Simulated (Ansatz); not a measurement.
# CaCrSiH: relaxing a made-up structure

Starting from a made-up structure for CaCrSiH, the aim is the relaxed cell, its shortest contacts and, where a second run follows, its electronic structure.

Main program and level: Ansatz 0.2.0; DFT, PBEsol, plane-wave PAW, files of the set soft_1, scalar-relativistic, ferromagnetic start, cell and ions relaxed at zero pressure; PAW set soft_1.

**1. Set-up**

Symmetry: P3m1, No. 156, trigonal system. The conventional cell has a = 4.027 Å, b = 4.027 Å, c = 4.603 Å, α = 90.00°, β = 90.00°, γ = 120.00°. Nearest to Cr lie 1 H at 1.75 Å and 3 Si at 2.37 Å. Nearest to Ca lie 3 H at 2.35 Å and 3 Si at 3.10 Å and 3 Cr at 3.13 Å. Si has 3 Cr at 2.37 Å and 3 Ca at 3.10 Å nearest. Nearest to H lie 1 Cr at 1.75 Å and 3 Ca at 2.35 Å. Farther neighbours are not listed.

As a file:

```cif
data_structure
_symmetry_space_group_name_H-M 'P3m1'
_symmetry_Int_Tables_number 156
_cell_length_a 4.0270
_cell_length_b 4.0270
_cell_length_c 4.6030
_cell_angle_alpha 90.000
_cell_angle_beta 90.000
_cell_angle_gamma 120.000
_cell_volume 64.64
loop_
_atom_site_label
_atom_site_type_symbol
_atom_site_symmetry_multiplicity
_atom_site_Wyckoff_symbol
_atom_site_fract_x
_atom_site_fract_y
_atom_site_fract_z
_atom_site_occupancy
Cr1 Cr 1 a 0.00000 0.00000 0.46080 1
Ca1 Ca 1 b 0.33333 0.66667 0.00400 1
Si1 Si 1 c 0.66667 0.33333 0.55800 1
H1 H 1 a 0.00000 0.00000 0.08050 1
```

**2. Relaxing cell and atoms**

The guessed cell has no reason to be at equilibrium. It is relaxed with the atoms, within the space group of the guess.

input.yaml

```yaml
crystal:
  lattice:
    - [4.027, 0.0, 0.0]
    - [-2.0135, 3.487484301, 0.0]
    - [0.0, 0.0, 4.603]
  atoms:
    - { symbol: Cr, position: [0.666666667, 0.333333333, 0.4608], spin: 3.0 }
    - { symbol: Ca, position: [0.0, 0.0, 0.004] }
    - { symbol: Si, position: [0.333333333, 0.666666667, 0.558] }
    - { symbol: H, position: [0.666666667, 0.333333333, 0.0805] }
magnetization:
  spin_polarized: true
kpoints:
  mp_grid: { grid: [8, 8, 6] }
scf:
  occupations: { method: fermi_dirac, width: 0.05 }
hamiltonian:
  xc: pbesol
  pseudopotentials: { kind: paw, azcp: { folder: soft_1 }, xc_functional: pbe }
relax:
  f_tol: 0.015
  max_steps: 70
  cell: {}
output:
  forces: true
  stress: true
```

Started as:

```bash
$ ansatz run input.yaml --threads 4 --pin off --max-ram 8192MiB --backend cpu --events-out ev --progress --plain --runs-dir out
```

Numbers of over 12 decimals in the logs are rounded to 6 here.

Log:

```text
Engine: ansatz 0.2.0, aarch64-unknown-linux-gnu
Pseudopotentials: kind: paw
Pseudopotential: Cr, paw, valence charge 14, recommended cutoff 420 eV (normal), soft_1/Cr.paw.azcp
Pseudopotential: Ca, paw, valence charge 10, recommended cutoff 420 eV (normal), soft_1/Ca.paw.azcp
Pseudopotential: Si, paw, valence charge 4, recommended cutoff 420 eV (normal), soft_1/Si.paw.azcp
Pseudopotential: H, paw, valence charge 1, recommended cutoff 420 eV (normal), soft_1/H.paw.azcp
Functional definition: PBEsol
  exchange = pbesol_x
  correlation = pbesol_c
Crystal: 4 atoms, lattice volume = 64.645 Å³
Basis set: ecut = 420 eV, 1287 PW (Γ), exchange–correlation on 54×54×64 points (8 copies of the dense FFT grid, shifted against one another)
Bands: 20, of which v1, the nominal top of the filled ones, is band 15 counted from 1 (14 counted from 0)
Symmetry: 6 space group operations
Space group: P3m1 (ITA 156), of the structure as read, at distance tolerance 4.0e-5 Å
Magnetic group: BNS 156.49 (UNI 1279), of the structure as read, at distance tolerance 4.0e-5 Å
k-points: 50 of 384 (time reversal used)
Non-local potential: Cr, projectors of the file, l = 0: 3, l = 1: 2, l = 2: 3, l = 3: 1
Non-local potential: Ca, projectors of the file, l = 0: 3, l = 1: 2, l = 2: 2
Non-local potential: Si, projectors of the file, l = 0: 2, l = 1: 2, l = 2: 1
Non-local potential: H, projectors of the file, l = 0: 2, l = 1: 1
PAW form: soft (Blöchl's): semilocal exchange-correlation on the pseudo side does not see the compensation charge
PAW frozen core: Cr, regenerated for the run's functional, and the local potential with it (the file was generated under x = pbe(κ = 0.804, μ = 0.219515), c = pbe(β = 0.066725))
PAW frozen core: Ca, regenerated for the run's functional, and the local potential with it (the file was generated under x = pbe(κ = 0.804, μ = 0.219515), c = pbe(β = 0.066725))
PAW frozen core: Si, regenerated for the run's functional, and the local potential with it (the file was generated under x = pbe(κ = 0.804, μ = 0.219515), c = pbe(β = 0.066725))
PAW one-centre angular grid: Cr, 590 points (default); XC on 64 Gauss nodes
PAW one-centre angular grid: Ca, 110 points (default); XC on 64 Gauss nodes
PAW one-centre angular grid: Si, 110 points (default); XC on 64 Gauss nodes
PAW one-centre angular grid: H, 110 points (default); XC on 64 Gauss nodes
Initial density: superposition of atomic densities (chi_scale 0.1, normalization cell, long waves kept (reshape's long-wave potential 0.04 eV rms))
Starting moments: Σ|m| = 3 μB on 1 of 4 sites
Initial wavefunctions: pseudopotential atomic-orbital guess
Functional: x = pbesol(κ = 0.804, μ = 0.123457), c = pbesol(β = 0.046)
SCF iter   1: F=—  HF=-5780.912561 eV  |F-HF|=—  |Δ(HF+E_count)|=         —  Δρ=1.22e-1 (↑1.22e-1 ↓6.21e-2)  dr2=2.64e1  dr2_m=6.11e-1  M=2.853 μB ∫|m|=2.967 μB  β_m=0.30  ethr=3.10e-3  ⟨swp⟩=7.0  Hψ=11361  notcnv=0
Mixer restart at iter 1: flushing history
preconditioner: auto → Kerker (q_TF=auto, 2.387 Å⁻¹)  [metal: Δε(μ)=0.032 eV  Ē_g=5.732 eV  σ=0.050 eV  W_gap=0.16  n_scr=20 (ndim 8)  ℏωp=16.7 eV  f_vac=0.000  D(μ)=1.42/eV (n_scr^D=8)]
spin=Collinear: Kerker preconditioning applied to the charge; magnetization (m = ρ↑ − ρ↓) channel mixes plain (no charge-response kernel on spin).
SCF iter   2: F=—  HF=-5780.885783 eV  |F-HF|=—  |Δ(HF+E_count)|=   2.68e-2  Δρ=2.89e-2 (↑2.17e-2 ↓2.89e-2)  dr2=2.27e0  dr2_m=2.49e-2  M=2.827 μB ∫|m|=3.043 μB  β_m=0.34  ethr=3.10e-3  ⟨swp⟩=3.8  Hψ=5679  notcnv=0  defer=26
SCF iter   3: F=—  HF=-5780.362151 eV  |F-HF|=—  |Δ(HF+E_count)|=   5.24e-1  Δρ=1.57e-2 (↑1.49e-2 ↓1.57e-2)  dr2=3.31e-1  dr2_m=5.65e-2  M=2.833 μB ∫|m|=3.113 μB  β_m=0.67  ethr=3.10e-3  ⟨swp⟩=2.7  Hψ=3914  notcnv=0  defer=26
SCF iter   4: F=—  HF=-5780.397858 eV  |F-HF|=—  |Δ(HF+E_count)|=   3.57e-2  Δρ=1.12e-2 (↑1.12e-2 ↓2.55e-3)  dr2=1.58e-1  dr2_m=1.34e-2  M=2.847 μB ∫|m|=3.258 μB  β_m=0.83  ethr=1.14e-3  ⟨swp⟩=3.2  Hψ=4417  notcnv=0  defer=19
SCF iter   5: F=—  HF=-5780.481356 eV  |F-HF|=—  |Δ(HF+E_count)|=         —  Δρ=1.14e-2 (↑1.14e-2 ↓3.20e-3)  dr2=6.14e-2  dr2_m=3.07e-2  M=2.949 μB ∫|m|=3.434 μB  β_m=0.83  ethr=5.44e-4  ⟨swp⟩=2.5  Hψ=3218  notcnv=0  defer=21
Mixer restart at iter 5: flushing history
SCF iter   6: F=—  HF=-5780.475326 eV  |F-HF|=—  |Δ(HF+E_count)|=   6.03e-3  Δρ=6.87e-3 (↑6.87e-3 ↓2.49e-3)  dr2=3.98e-2  dr2_m=3.23e-3  M=2.926 μB ∫|m|=3.405 μB  β_m=0.68  ethr=2.12e-4  ⟨swp⟩=3.6  Hψ=4521  notcnv=0  defer=22
SCF iter   7: F=—  HF=-5780.474068 eV  |F-HF|=—  |Δ(HF+E_count)|=   1.26e-3  Δρ=1.93e-3 (↑1.93e-3 ↓1.03e-3)  dr2=2.05e-3  dr2_m=1.20e-3  M=2.948 μB ∫|m|=3.445 μB  β_m=0.79  ethr=1.37e-4  ⟨swp⟩=2.6  Hψ=4703  notcnv=0  defer=23
SCF iter   8: F=—  HF=-5780.473671 eV  |F-HF|=—  |Δ(HF+E_count)|=   3.97e-4  Δρ=4.49e-4 (↑1.93e-4 ↓4.49e-4)  dr2=2.84e-4  dr2_m=2.14e-5  M=2.951 μB ∫|m|=3.454 μB  β_m=0.90  ethr=7.08e-6  ⟨swp⟩=2.0  Hψ=2718  notcnv=0  defer=23
SCF iter   9: F=—  HF=-5780.473728 eV  |F-HF|=—  |Δ(HF+E_count)|=   5.75e-5  Δρ=1.78e-4 (↑1.78e-4 ↓4.72e-5)  dr2=2.93e-5  dr2_m=4.55e-6  M=2.954 μB ∫|m|=3.460 μB  β_m=0.95  ethr=9.78e-7  ⟨swp⟩=2.1  Hψ=2738  notcnv=0  defer=23
SCF iter  10: F=—  HF=-5780.473715 eV  |F-HF|=—  |Δ(HF+E_count)|=   1.32e-5  Δρ=8.77e-5 (↑8.77e-5 ↓2.94e-5)  dr2=1.22e-5  dr2_m=6.02e-7  M=2.954 μB ∫|m|=3.460 μB  β_m=0.97  ethr=1.01e-7  ⟨swp⟩=1.7  Hψ=2174  notcnv=0  defer=23
SCF iter  11: F=—  HF=-5780.473715 eV  |F-HF|=—  |Δ(HF+E_count)|=   4.26e-8  Δρ=9.54e-6 (↑9.54e-6 ↓8.20e-6)  dr2=1.47e-7  dr2_m=3.06e-8  M=2.954 μB ∫|m|=3.460 μB  β_m=0.99  ethr=4.22e-8  ⟨swp⟩=2.0  Hψ=2463  notcnv=0  defer=23
SCF iter  12: F=—  HF=-5780.473715 eV  |F-HF|=—  |Δ(HF+E_count)|=   1.98e-8  Δρ=2.44e-6 (↑2.44e-6 ↓2.10e-6)  dr2=1.74e-8  dr2_m=1.74e-10  M=2.954 μB ∫|m|=3.460 μB  β_m=0.99  ethr=5.06e-10  ⟨swp⟩=2.0  Hψ=2823  notcnv=0  defer=23
SCF iter  13: F=-5780.473715 eV  HF=-5780.473715 eV  |F-HF|=1.08e-9  |Δ(HF+E_count)|=  4.44e-10  Δρ=1.04e-6 (↑1.04e-6 ↓4.41e-7)  dr2=1.60e-9  dr2_m=9.61e-11  M=2.954 μB ∫|m|=3.460 μB  ethr=6.02e-11  ⟨swp⟩=1.3  Hψ=5382  notcnv=0
SCF 1 converged in 13 iterations: F = -5780.473715 eV  dr2 = 1.60e-9
  greatest PAW one-centre occupation: 1.000 electrons in one spin orbital (limit 2), on the Cr atom at site 0 (counted from 0), in its partial waves of l = 0
relax step   1: F+E_penalty+E_count = -5780.47371529 eV  Δ(F+E_penalty+E_count) = +0.000e0 eV  max|allowed force component| = 4.311e-1 eV/Å  Δτ_max = 0.0000 Å  P = +0.785 GPa  Ω = 64.645 Å³  (13 SCF iters, dr2 threshold 1.00e-7 eV, accepted)
[...]
relax step   6: F+E_penalty+E_count = -5780.58701948 eV  Δ(F+E_penalty+E_count) = -2.441e-2 eV  max|allowed force component| = 3.053e-1 eV/Å  Δτ_max = 0.1042 Å  P = +0.704 GPa  Ω = 61.334 Å³  energy of the carried Pulay correction = +6.775e-4 eV  (8 SCF iters, dr2 threshold 4.00e-7 eV, accepted)
relax step   7: F+E_penalty+E_count = -5780.61131491 eV  Δ(F+E_penalty+E_count) = -2.430e-2 eV  max|allowed force component| = 9.988e-3 eV/Å  Δτ_max = 0.1350 Å  P = -0.563 GPa  Ω = 61.960 Å³  energy of the carried Pulay correction = +5.467e-4 eV  (9 SCF iters, dr2 threshold 4.00e-7 eV, accepted)
relax step   8: F+E_penalty+E_count = -5780.57181976 eV  Δ(F+E_penalty+E_count) = +3.950e-2 eV  max|allowed force component| = 4.517e-1 eV/Å  Δτ_max = 0.1034 Å  P = +1.456 GPa  Ω = 59.954 Å³  energy of the carried Pulay correction = +9.705e-4 eV  (9 SCF iters, dr2 threshold 4.00e-7 eV, rejected (line search))
relax step   9: F+E_penalty+E_count = -5780.61698014 eV  Δ(F+E_penalty+E_count) = -5.665e-3 eV  max|allowed force component| = 3.540e-3 eV/Å  Δτ_max = 0.0064 Å  P = +0.047 GPa  Ω = 61.125 Å³  energy of the carried Pulay correction = +7.216e-4 eV  (13 SCF iters, accepted)
relax step  10: F+E_penalty+E_count = -5780.61718221 eV  Δ(F+E_penalty+E_count) = -2.021e-4 eV  max|allowed force component| = 5.256e-4 eV/Å  Δτ_max = 0.0006 Å  P = +0.010 GPa  Ω = 61.203 Å³  energy of the carried Pulay correction = +7.051e-4 eV  (6 SCF iters, dr2 threshold 1.65e-7 eV, accepted)
Basis set: ecut = 420 eV, 1171 PW (Γ), exchange–correlation on 60×60×54 points (8 copies of the dense FFT grid, shifted against one another)
Initial wavefunctions: pseudopotential atomic-orbital guess (no wavefunctions were taken with the density)
iter 1 solved again at ethr=5.09e-7 eV; its pass at ethr=3.10e-3 eV (dr2=1.48e-4 eV) is discarded
SCF iter   1: F=—  HF=-5780.617131 eV  |F-HF|=—  |Δ(HF+E_count)|=         —  Δρ=4.03e-4 (↑4.03e-4 ↓2.51e-4)  dr2=1.85e-5  dr2_m=4.02e-6  M=3.003 μB ∫|m|=3.698 μB  β_m=0.65  ethr=5.09e-7  ⟨swp⟩=2.8  Hψ=15238  notcnv=0
preconditioner: auto → none  [metal: Δε(μ)=0.006 eV  Ē_g=5.604 eV  σ=0.050 eV  W_gap=0.03  n_scr=8 (ndim 8)  ℏωp=17.1 eV  f_vac=0.000  D(μ)=1.61/eV (n_scr^D=8)]
SCF iter   2: F=—  HF=-5780.617395 eV  |F-HF|=—  |Δ(HF+E_count)|=   2.63e-4  Δρ=1.70e-4 (↑1.70e-4 ↓8.69e-5)  dr2=8.65e-6  dr2_m=1.65e-6  M=3.004 μB ∫|m|=3.698 μB  β_m=0.46  ethr=6.37e-8  ⟨swp⟩=2.0  Hψ=2698  notcnv=0
SCF iter   3: F=—  HF=-5780.617422 eV  |F-HF|=—  |Δ(HF+E_count)|=   2.72e-5  Δρ=1.06e-4 (↑1.06e-4 ↓6.31e-5)  dr2=1.13e-6  dr2_m=3.57e-7  M=3.003 μB ∫|m|=3.698 μB  β_m=0.47  ethr=2.98e-8  ⟨swp⟩=2.0  Hψ=3500  notcnv=0
SCF iter   4: F=—  HF=-5780.617438 eV  |F-HF|=—  |Δ(HF+E_count)|=   1.67e-5  Δρ=4.70e-5 (↑4.70e-5 ↓2.89e-5)  dr2=1.27e-7  dr2_m=7.30e-8  M=3.003 μB ∫|m|=3.698 μB  β_m=0.71  ethr=3.89e-9  ⟨swp⟩=1.0  Hψ=2000  notcnv=0
SCF iter   5: F=—  HF=-5780.617444 eV  |F-HF|=—  |Δ(HF+E_count)|=   5.26e-6  Δρ=1.41e-5 (↑1.41e-5 ↓9.55e-6)  dr2=5.33e-8  dr2_m=1.13e-8  M=3.003 μB ∫|m|=3.698 μB  β_m=0.76  ethr=4.39e-10  ⟨swp⟩=2.0  Hψ=3398  notcnv=0
SCF iter   6: F=—  HF=-5780.617445 eV  |F-HF|=—  |Δ(HF+E_count)|=   8.49e-7  Δρ=2.95e-6 (↑2.95e-6 ↓2.22e-6)  dr2=3.45e-9  dr2_m=2.00e-9  M=3.003 μB ∫|m|=3.698 μB  β_m=0.79  ethr=1.84e-10  ⟨swp⟩=2.0  Hψ=3405  notcnv=0
SCF iter   7: F=—  HF=-5780.617446 eV  |F-HF|=—  |Δ(HF+E_count)|=   1.91e-6  Δρ=1.51e-6 (↑1.51e-6 ↓4.24e-7)  dr2=1.88e-9  dr2_m=3.33e-10  M=3.003 μB ∫|m|=3.698 μB  β_m=0.69  ethr=1.19e-11  ⟨swp⟩=2.5  Hψ=3635  notcnv=0
SCF iter   8: F=—  HF=-5780.617446 eV  |F-HF|=—  |Δ(HF+E_count)|=  6.58e-10  Δρ=4.79e-7 (↑4.79e-7 ↓1.86e-7)  dr2=3.03e-10  dr2_m=1.68e-11  M=3.003 μB ∫|m|=3.698 μB  β_m=0.75  ethr=6.47e-12  ⟨swp⟩=2.6  Hψ=2960  notcnv=0
SCF iter   9: F=—  HF=-5780.617446 eV  |F-HF|=—  |Δ(HF+E_count)|=  9.39e-10  Δρ=1.01e-7 (↑1.01e-7 ↓5.10e-8)  dr2=1.70e-11  dr2_m=6.43e-13  M=3.003 μB ∫|m|=3.698 μB  β_m=0.74  ethr=1.05e-12  ⟨swp⟩=2.0  Hψ=3400  notcnv=0
SCF iter  10: F=-5780.617446 eV  HF=-5780.617446 eV  |F-HF|=0.00e0  |Δ(HF+E_count)|=  7.09e-11  Δρ=1.12e-8 (↑1.12e-8 ↓1.00e-8)  dr2=2.42e-13  dr2_m=2.66e-14  M=3.003 μB ∫|m|=3.698 μB  ethr=1.00e-12  ⟨swp⟩=3.0  Hψ=6441  notcnv=0
SCF 11 converged in 10 iterations: F = -5780.617446 eV  dr2 = 2.42e-13
relax step  11: F+E_penalty+E_count = -5780.61744644 eV  Δ(F+E_penalty+E_count) = -2.642e-4 eV  max|allowed force component| = 5.411e-4 eV/Å  Δτ_max = 0.0000 Å  P = +0.034 GPa  Ω = 61.203 Å³  stress off target by 3.68e-2 GPa  SCF on the basis re-selected at this cell (its energy is not comparable with the rows above)  (10 SCF iters)
basis re-selected at this cell: Δ(F+E_penalty+E_count) = -2.642e-4 eV, ΔP = +0.024 GPa vs the last step (what re-selecting the basis moved, of the pressure what is left beyond the Pulay correction that the steps carried, after the strain that the cell walked since its last selection, with what the two solves' SCF thresholds leave and, on support functions, any second-order correction that the steps lacked; it is no measure of the basis error at this ecutwfc). The dense FFT grid was sized anew with the basis: this SCF ran on 30×30×27 points, the steps before it on 27×27×32, so part of this shift can come from that change (see relax.cell in the input reference). [rest of the remark cut]
SCF converged after 10 iterations
Magnetization: 3.0032 μB (16.0016 up, 12.9984 down)
Absolute magnetization: 3.7007 μB (∫|ρ↑−ρ↓|, with the PAW one-centre terms)
Spin contamination: 0.2346 ħ² per cell (⟨S²⟩ above its minimum at these occupations)
Per-site moments (μB) at R_I (Å): [(2.385885, 0.812437), (0.014030, 1.008705), (-0.136681, 1.008705), (-0.015521, 0.812437)]
Free energy (F): -5780.617446 eV
Harris-Foulkes:  -5780.617446 eV  (|F-HF|=0.00e0)
Internal energy: -5780.604628 eV  (E = F + TS)
E sigma→0 (E₀):  -5780.611037 eV
Entropy (-TS):   -0.012818 eV (-3.205 meV/atom)
Fermi energy:    9.395864 eV
--- Per-component energies (eV) ---
  E_band       = -375.096528
  E_kinetic    = 610.069736
  E_local      = -2574.383408  (includes V_loc(G=0)·N_el)
  E_nonlocal   = 163.462643
  E_hartree    = 1069.390460
  E_xc         = -305.738663
  E_vxc        = -363.444105  (∫ρ·V_xc dr)
  E_paw        = -2536.368671  (= ΣΔE_a)
  E_vpaw       = -349.582489  (= ΣTr[D̂ρ^β])
  E_aug_tail   = 0.000152  (compensation charges beyond the density's cutoff)
  E_ewald      = -2207.347231
  E_core_change = 0.310355  (= ΣΔE_core)
  E_smearing   = -0.012818  (= −TS)
  E_closure    = 0.000000  (closes the sum)
  Σ components = -5780.617446   (vs F -5780.617446, Δ=0.00e0)
--- Forces (eV/Å), atoms counted from 1 ---
  atom   1  Cr    -0.00000000     0.00000000     0.00054119
  atom   2  Ca     0.00000000     0.00000000    -0.00010458
  atom   3  Si    -0.00000000    -0.00000000    -0.00031504
  atom   4  H     -0.00000000     0.00000000    -0.00012139
  max |Σ_I F_I| component: 1.77e-7 eV/Å
--- Stress (GPa, compression-positive) ---
        0.036820      -0.000000      -0.000000
       -0.000000       0.036820      -0.000000
       -0.000000      -0.000000       0.027685
  P = ⅓ Tr σ = 0.0338 GPa (0.338 kbar)
--- Relaxed structure (10 steps of the walk, 9 accepted, 1 SCFs on fresh bases) ---
  F+E_penalty+E_count = -5780.61744644 eV   max|allowed force component| = 5.411e-4 eV/Å   (the final SCF, on the basis selected at the relaxed cell)
  cell:  # Å, volume = 61.2028 Å³
    - [4.235461, 0, 0]
    - [-2.117730, 3.668017, -1.1923181371275892e-17]
    - [0, -1.573696083332382e-17, 3.939484]
  atoms:
    - { symbol: Cr, position: [0.666667, 0.333333, 0.525793] }
    - { symbol: Ca, position: [-8.718808426349317e-18, -2.668947538262514e-17, 0.025826] }
    - { symbol: Si, position: [0.333333, 0.666667, 0.525837] }
    - { symbol: H, position: [0.666667, 0.333333, 0.025843] }
```

Elapsed: 43 s, on 4 threads of Arm Neoverse V1, shared host; peak memory 0.48 GiB.

Relaxation path:

```
step  energy less that of the first step (eV)  largest force component (eV/Å)  pressure (GPa)  volume (Å³)
   1                                   0.0000                          0.4311            0.78        64.64
   2                                  -0.0362                          0.1546           -0.93        66.87
   3                                  -0.0495                          0.2094           -0.29        65.85
   4                                  -0.0651                          0.1718            0.27        64.82
   5                                  -0.0889                          0.3320            0.23        63.36
   6                                  -0.1133                          0.3053            0.70        61.33
   7                                  -0.1376                          0.0100           -0.56        61.96
   8                                  -0.0981                          0.4517            1.46        59.95
   9                                  -0.1433                          0.0035            0.05        61.12
  10                                  -0.1435                          0.0005            0.01        61.20
 11*                                  -0.1437                          0.0005            0.03        61.20
```

Relaxation steps marked * repeat the geometry before them on a plane-wave basis chosen anew for their cell, so energy and pressure can jump there. Relaxation step 8 was tried and not accepted.

Forces are held to the 6 operations that the run works with; a distortion that breaks them can't arise in this run.

```
     cell as run  before  after   change
           a (Å)   4.027  4.235   +5.2 %
           b (Å)   4.027  4.235   +5.2 %
           c (Å)   4.603  3.939  -14.4 %
volume (Å³/atom)   16.16  15.30   -5.3 %
```

The atoms that moved most (Å, as changes of fractional coordinates times the final cell):

```
atom     dx     dy      dz  length
 Cr1  0.000  0.000   0.256   0.256
  H4  0.000  0.000  -0.215   0.215
 Si3  0.000  0.000  -0.127   0.127
 Ca2  0.000  0.000   0.086   0.086
```

Final coordinates:

```xyz
4
Lattice="4.2355 0.0000 0.0000 -2.1177 3.6680 0.0000 0.0000 0.0000 3.9395" Properties=species:S:1:pos:R:3 pbc="T T T"
Cr    2.1177    1.2227    2.0714
Ca    0.0000    0.0000    0.1017
Si    0.0000    2.4453    2.0715
H     2.1177    1.2227    0.1018
```

This step gave:

```
free energy             : -5780.6174 eV
energy at zero smearing : -5780.6110 eV
smearing term TS        : 0.01282 eV
Fermi energy            : 9.396 eV
magnetization           : 3.003 μB
absolute magnetization  : 3.701 μB
site moments            : 2.386, 0.01403, -0.1367, -0.01552 μB
electrons               : 29
symmetry operations     : 6
pressure                : 0.03377 GPa
```

Site moment by atom:

```
atom  site moment (μB)
 Cr1              2.39
 Ca2              0.01
 Si3             -0.14
  H4             -0.02
```

The shortest distance of each pair, which need not be the same contact before and after:

```
 pair  guess (Å)  relaxed (Å)
 Cr–H      1.751        1.970
 Ca–H      2.352        2.445
Cr–Si      2.368        2.445
Ca–Cr      3.135        3.140
Ca–Si      3.102        3.140
```

The relaxation ends with a largest force component of 5.4e-4 eV/Å and a pressure of 0.03 GPa.

**3. What came out**

| Item | Value |
| --- | --- |
| space group, relaxed | P-6m2 |
| conventional cell | a = 4.235, b = 4.235, c = 3.939 Å; α = 90.0°, β = 90.0°, γ = 120.0° |
| volume per atom | 15.30 Å³ (guess 16.16) |
| total moment | 3.00 μB in the cell of 4 atoms |

**Reading.** CaCrSiH relaxes to P-6m2 with a = 4.235, b = 4.235 and c = 3.939 Å. The guessed volume was 6 % too large. The symmetry rose from P3m1 to P-6m2, so the distortion of the structure type doesn't survive with these elements. The input starts from parallel moments, and no other start was typed. Mesh and cutoff weren't tested. A vector of the cell changed its length by 14 %, more than the volume shows. No dispersion term is used, so weakly bound directions may come out too long. Nothing here tests whether the compound is stable against decomposition.

[Logs are printed without paths, hosts, clocks, repeated set-up lines and the standing remarks that a program may print on its own settings, such as how far it seeks lower states.]

[Hosts, paths, dates, database ids (printed as entryN), source tags and the programs' standing remarks are cut or masked in the printed files.]
